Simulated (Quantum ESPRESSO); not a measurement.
# Collinear magnetic orders of CrO2 with Quantum ESPRESSO, part 2 of 2

A self-consistent run ends on one state, which hangs on the start. Several orders of CrO2 are started in Quantum ESPRESSO and their energies compared.

Quantum ESPRESSO 7.5; PBEsol with U = 3.5 eV on Cr d (ortho-atomic projectors); plane waves with GBRV 1.5 PBEsol potentials, no spin-orbit coupling.

So far, absolute magnetization (μB): step 2 (run 1 (ferro ++)) 5.95.

**3. Run 2 (antiferro +−)**

File pw.in:

```
&CONTROL
  calculation = 'scf'
  prefix = 'pwscf'
  outdir = './tmp'
  pseudo_dir = './pseudo'
  disk_io = 'nowf'
/
&SYSTEM
  ibrav = 0
  nat = 6
  ntyp = 3
  ecutwfc = 40
  ecutrho = 280
  nbnd = 36
  occupations = 'smearing'
  smearing = 'fd'
  degauss = 0.00367493
  nspin = 2
  starting_magnetization(1) = 0.2143
  starting_magnetization(2) = -0.2143
  starting_magnetization(3) = 0
/
&ELECTRONS
  conv_thr = 1.2d-08
  electron_maxstep = 150
  mixing_beta = 0.3
/
ATOMIC_SPECIES
Cr1    51.9961 cr_pbesol_v1.5.uspp.F.UPF
Cr2    51.9961 cr_pbesol_v1.5.uspp.F.UPF
O      15.9990 o_pbesol_v1.2.uspp.F.UPF
CELL_PARAMETERS angstrom
   4.4210000000    0.0000000000    0.0000000000
   0.0000000000    4.4210000000    0.0000000000
   0.0000000000    0.0000000000    2.9170000000
ATOMIC_POSITIONS crystal
Cr1     0.0000000000    0.0000000000    0.0000000000
Cr2     0.5000000000    0.5000000000    0.5000000000
O       0.3010000000    0.3010000000    0.0000000000
O       0.1990000000    0.8010000000    0.5000000000
O       0.6990000000    0.6990000000    0.0000000000
O       0.8010000000    0.1990000000    0.5000000000
K_POINTS automatic
6 6 6 0 0 0
HUBBARD {ortho-atomic}
U Cr1-3d 3.5000
U Cr2-3d 3.5000
```

Started as:

```
$ OMP_NUM_THREADS=1 mpirun -n 4 pw.x -nk 4 -in pw.in > pw.out
```

What it wrote:

```text
[banner, memory and clock lines left out]
Program PWSCF v.7.5 starts

     Message from routine setup:
     using ibrav=0 with symmetry is DISCOURAGED, use correct ibrav instead

     bravais-lattice index     =            0
     lattice parameter (alat)  =       8.3545  a.u.
     unit-cell volume          =     384.7460 (a.u.)^3
     number of atoms/cell      =            6
     number of atomic types    =            3
     number of electrons       =        52.00
     number of Kohn-Sham states=           36
     kinetic-energy cutoff     =      40.0000  Ry
     charge density cutoff     =     280.0000  Ry
     scf convergence threshold =      1.2E-08
     mixing beta               =       0.3000
     number of iterations used =            8  plain     mixing
     Exchange-correlation= SLA  PW   PSX  PSC
                           (   1   4  10   8   0   0   0)
     Hubbard projectors: ortho-atomic
     Hubbard parameters of DFT+U (Dudarev formulation) in eV:
     U(Cr1-3d) =  3.5000
     U(Cr2-3d) =  3.5000

     Internal variables: lda_plus_u =T, lda_plus_u_kind = 0

     Internal variables: orbital_resolved =F, hub_pot_fix =F, apply_U = F

     celldm(1)=   8.354479  celldm(2)=   0.000000  celldm(3)=   0.000000
     celldm(4)=   0.000000  celldm(5)=   0.000000  celldm(6)=   0.000000

     crystal axes: (cart. coord. in units of alat)
               a(1) = (   1.000000   0.000000   0.000000 )
               a(2) = (   0.000000   1.000000   0.000000 )
               a(3) = (   0.000000   0.000000   0.659805 )

     reciprocal axes: (cart. coord. in units 2 pi/alat)
               b(1) = (  1.000000  0.000000  0.000000 )
               b(2) = (  0.000000  1.000000  0.000000 )
               b(3) = (  0.000000  0.000000  1.515598 )

     PseudoPot. # 1 for Cr read from file:
     cr_pbesol_v1.5.uspp.F.UPF
     Pseudo is Ultrasoft + core correction, Zval = 14.0

     PseudoPot. # 2 for Cr read from file:
     cr_pbesol_v1.5.uspp.F.UPF
     Pseudo is Ultrasoft + core correction, Zval = 14.0

     PseudoPot. # 3 for O  read from file:
     o_pbesol_v1.2.uspp.F.UPF
     Pseudo is Ultrasoft + core correction, Zval =  6.0

     atomic species   valence    mass     pseudopotential
     Cr1              14.00    51.99610     Cr( 1.00)
     Cr2              14.00    51.99610     Cr( 1.00)
     O                 6.00    15.99900     O ( 1.00)

     Starting magnetic structure
     atomic species   magnetization
     Cr1             0.214
     Cr2            -0.214
     O               0.000

      8 Sym. Ops., with inversion, found

   Cartesian axes

     site n.     atom                  positions (alat units)
         1        Cr1    tau(   1) = (   0.0000000   0.0000000   0.0000000  )
         2        Cr2    tau(   2) = (   0.5000000   0.5000000   0.3299027  )
         3        O      tau(   3) = (   0.3010000   0.3010000   0.0000000  )
         4        O      tau(   4) = (   0.1990000   0.8010000   0.3299027  )
         5        O      tau(   5) = (   0.6990000   0.6990000   0.0000000  )
         6        O      tau(   6) = (   0.8010000   0.1990000   0.3299027  )

     number of k points=    52  Fermi-Dirac smearing, width (Ry)=  0.0037
                       cart. coord. in units 2pi/alat
        k(    1) = (   0.0000000   0.0000000   0.0000000), wk =   0.0046296
        k(    2) = (   0.0000000   0.0000000   0.2525997), wk =   0.0092593
        k(    3) = (   0.0000000   0.0000000   0.5051994), wk =   0.0092593
        k(    4) = (   0.0000000   0.0000000  -0.7577991), wk =   0.0046296
        k(    5) = (   0.0000000   0.1666667   0.0000000), wk =   0.0185185
        [... 47 further k-points ...]

     Dense  grid:    30497 G-vectors     FFT dimensions: (  45,  45,  30)

     Smooth grid:    13155 G-vectors     FFT dimensions: (  36,  36,  24)

     Check: negative core charge=   -0.000008
     Generating pointlists ...
     new r_m :   0.1756 (alat units)  1.4670 (a.u.) for type    1
     new r_m :   0.1756 (alat units)  1.4670 (a.u.) for type    2
     new r_m :   0.1756 (alat units)  1.4670 (a.u.) for type    3

     Initial potential from superposition of free atoms

     starting charge      50.0000, renormalised to      52.0000

     negative rho (up, down):  1.156E-03 7.444E-04

     STARTING HUBBARD OCCUPATIONS:

     =================== HUBBARD OCCUPATIONS ===================
     ------------------------ ATOM    1 ------------------------
     Tr[ns(  1)] (up, down, total) =   3.40000  0.00000  3.40000
     Atomic magnetic moment for atom   1 =   3.40000
     [... lines left out ...]
     ------------------------ ATOM    2 ------------------------
     Tr[ns(  2)] (up, down, total) =   0.00000  3.40000  3.40000
     Atomic magnetic moment for atom   2 =  -3.40000
     [... lines left out ...]
     Number of occupied Hubbard levels =    6.8000

     Atomic wfc used for Hubbard projectors are orthogonalized

     Starting wfcs are   36 randomized atomic wfcs

     Self-consistent Calculation

     iteration #  1     ecut=    40.00 Ry     beta= 0.30
     Davidson diagonalization with overlap
     ethr =  1.00E-02,  avg # of iterations =  5.1

     =================== HUBBARD OCCUPATIONS ===================
     ------------------------ ATOM    1 ------------------------
     Tr[ns(  1)] (up, down, total) =   2.49961  0.41823  2.91784
     Atomic magnetic moment for atom   1 =   2.08138
     [... lines left out ...]
     ------------------------ ATOM    2 ------------------------
     Tr[ns(  2)] (up, down, total) =   0.41820  2.50036  2.91856
     Atomic magnetic moment for atom   2 =  -2.08215
     [... lines left out ...]
     Number of occupied Hubbard levels =    5.8364

     negative rho (up, down):  1.850E-03 1.253E-03

     total energy              =    -478.72125444 Ry
     estimated scf accuracy    <       3.45888320 Ry

     total magnetization       =    -0.00 Bohr mag/cell
     absolute magnetization    =     4.36 Bohr mag/cell

     iteration #  2     ecut=    40.00 Ry     beta= 0.30
     Davidson diagonalization with overlap
     ethr =  6.65E-03,  avg # of iterations =  2.0

     negative rho (up, down):  2.029E-03 1.414E-03

     total energy              =    -479.32639387 Ry
     estimated scf accuracy    <       1.01529725 Ry

     total magnetization       =     0.00 Bohr mag/cell
     absolute magnetization    =     5.39 Bohr mag/cell

     [... further iterations left out ...]

     iteration # 17     ecut=    40.00 Ry     beta= 0.30
     Davidson diagonalization with overlap
     ethr =  5.90E-11,  avg # of iterations =  2.1

     negative rho (up, down):  3.731E-03 2.149E-03

     total energy              =    -479.53262532 Ry
     estimated scf accuracy    <       0.00000002 Ry

     total magnetization       =    -0.00 Bohr mag/cell
     absolute magnetization    =     4.48 Bohr mag/cell

     iteration # 18     ecut=    40.00 Ry     beta= 0.30
     Davidson diagonalization with overlap
     ethr =  2.99E-11,  avg # of iterations =  2.0

     negative rho (up, down):  3.731E-03 2.149E-03

     Magnetic moment per site  (integrated on atomic sphere of radius R)
     atom   1 (R=0.176)  charge= 10.5018  magn=  1.7385
     atom   2 (R=0.176)  charge= 10.5039  magn= -1.7390
     atom   3 (R=0.176)  charge=  5.2215  magn= -0.0091
     atom   4 (R=0.176)  charge=  5.2201  magn=  0.0091
     atom   5 (R=0.176)  charge=  5.2215  magn= -0.0091
     atom   6 (R=0.176)  charge=  5.2201  magn=  0.0091

     End of self-consistent calculation

     =================== HUBBARD OCCUPATIONS ===================
     ------------------------ ATOM    1 ------------------------
     Tr[ns(  1)] (up, down, total) =   3.07763  0.93289  4.01053
     Atomic magnetic moment for atom   1 =   2.14474
     [... lines left out ...]
     ------------------------ ATOM    2 ------------------------
     Tr[ns(  2)] (up, down, total) =   0.93282  3.07769  4.01051
     Atomic magnetic moment for atom   2 =  -2.14488
     [... lines left out ...]
     Number of occupied Hubbard levels =    8.0210

     Number of k-points >= 100: set verbosity='high' to print the bands.

     the Fermi energy is    10.3091 ev

!    total energy              =    -479.53262541 Ry
     estimated scf accuracy    <          1.0E-09 Ry
     smearing contrib. (-TS)   =      -0.00059944 Ry
     internal energy E=F+TS    =    -479.53202597 Ry

     The total energy is F=E-TS. E is the sum of the following terms:
     one-electron contribution =    -202.13445295 Ry
     hartree contribution      =     126.94221538 Ry
     xc contribution           =     -73.07917003 Ry
     ewald contribution        =    -331.63635336 Ry
     Hubbard energy            =       0.37573500 Ry

     total magnetization       =    -0.00 Bohr mag/cell
     absolute magnetization    =     4.48 Bohr mag/cell

     convergence has been achieved in  18 iterations
```

It took 77 s on 4 MPI ranks of Arm Neoverse N1, shared host; peak memory 0.48 GiB.

Spin moment in the atom's sphere by atom:

```
atom  spin moment in the atom's sphere (μB)
 Cr1                                   1.74
 Cr2                                  -1.74
  O3                                  -0.01
  O4                                   0.01
  O5                                  -0.01
  O6                                   0.01
```

Read from the output:

- smearing term TS: 0.008156 eV
- magnetization: 0 μB
- absolute magnetization: 4.483 μB
- final state: antiferromagnetic

Spin density in the ab plane at fractional z = 0.000, with atoms of Cr and O within 0.2 Å of it.

Ten even steps from '_' (-0.1 e/Å³) to '@' (2.6 e/Å³), each cell a mean:
```
@@**..__________________..==
----..____________________..
....________________________
____________________________
____________________________
____________________________
____________________________
____________________________
____________________________
____________________________
____________________________
________________________....
::____________________..--**
##::__________________..--@@
```
Columns run along a (4.4 Å), rows up along b (4.4 Å). Atoms in or near the plane, at fractional coordinates: Cr at (0.00, 0.00), O at (0.30, 0.30), O at (0.70, 0.70).

Valence density in the ab plane at fractional z = 0.000, with atoms of Cr and O within 0.2 Å of it. It is the smooth field of the valence electrons, not physical close to the nuclei.

Values in e/Å³, 14 rows by 14 columns, each cell a mean:
```
12  9  1  0  0  0  0  0  0  0  0  1  5 12
 6  3  1  0  0  0  0  0  0  1  1  1  2  5
 1  0  0  0  0  0  0  0  1  3  3  2  1  1
 0  0  0  0  0  0  0  1  3  6  6  3  1  0
 0  0  0  0  0  0  0  1  3  6  6  3  1  0
 0  0  0  0  0  0  0  1  2  3  3  1  0  0
 0  0  0  0  0  0  0  0  1  1  1  0  0  0
 0  0  0  1  1  1  0  0  0  0  0  0  0  0
 0  0  1  4  5  3  1  0  0  0  0  0  0  0
 0  1  2  6  7  5  1  0  0  0  0  0  0  0
 0  1  2  5  6  4  1  0  0  0  0  0  0  0
 1  1  1  2  2  1  0  0  0  0  0  0  1  1
 9  4  1  1  1  0  0  0  0  0  0  0  3  9
 9  9  1  0  0  0  0  0  0  0  0  1  6 12
```
Columns run along a (4.4 Å), rows up along b (4.4 Å). Atoms in or near the plane, at fractional coordinates: Cr at (0.00, 0.00), O at (0.30, 0.30), O at (0.70, 0.70).

**4. Energies of the orders**

An order is kept where moments of 0.15 μB or more survive with the typed signs; meshes match where a doubled cell samples the same k points as the first cell.

Orders:

```
       start        final state  typed order kept  energy over the lowest (meV a seeded atom)  largest site moment (μB)  net moment (μB a cell of the first run)  mesh matched  CPU time (s)
    ferro ++      ferromagnetic               yes                                           0                      1.99                                        4           yes         212.8
antiferro +-  antiferromagnetic               yes                                       249.4                     1.739                                        0           yes         309.3
```

**5. Fillings of the first corrected shells**

```
       start  type  spin             occupation numbers
    ferro ++    Cr    up  0.376 0.405 0.627 0.885 0.984
    ferro ++    Cr  down  0.065 0.091 0.105 0.253 0.257
    ferro ++    Cr    up  0.376 0.405 0.627 0.885 0.984
    ferro ++    Cr  down  0.065 0.091 0.105 0.253 0.257
antiferro +-   Cr1    up  0.364 0.376 0.380 0.968 0.989
antiferro +-   Cr1  down  0.072 0.104 0.178 0.284 0.295
antiferro +-   Cr2    up  0.072 0.104 0.178 0.284 0.295
antiferro +-   Cr2  down  0.364 0.376 0.380 0.968 0.989
```

**6. Summary of results**

```yaml
moments_largest_by_run: 1.99, 1.74 μB
spread_of_the_energies_of_the_runs_with_moments: 249 meV a seeded atom
```

Under a U these runs seem to end in unlike orbital states: the fillings of their corrected shells differ, or their energies lie too far apart for exchange alone. The differences are then no exchange energies, and the ranking says little of the magnetic order. Seeding all runs from one set of occupation matrices is the usual remedy.

[Logs and program files are shortened in this print: banners, set-up blocks, solver, clock and traceback lines can be left out without a mark of their own.]

[Logs are printed without paths, hosts, clocks, repeated set-up lines and the standing remarks that a program may print on its own settings, such as how far it seeks lower states.]

[Hosts, paths, dates, database ids (printed as entryN), source tags and the programs' standing remarks are cut or masked in the printed files.]

[Where a cell is said to come from a database of computed structures, the database is the Materials Project.]
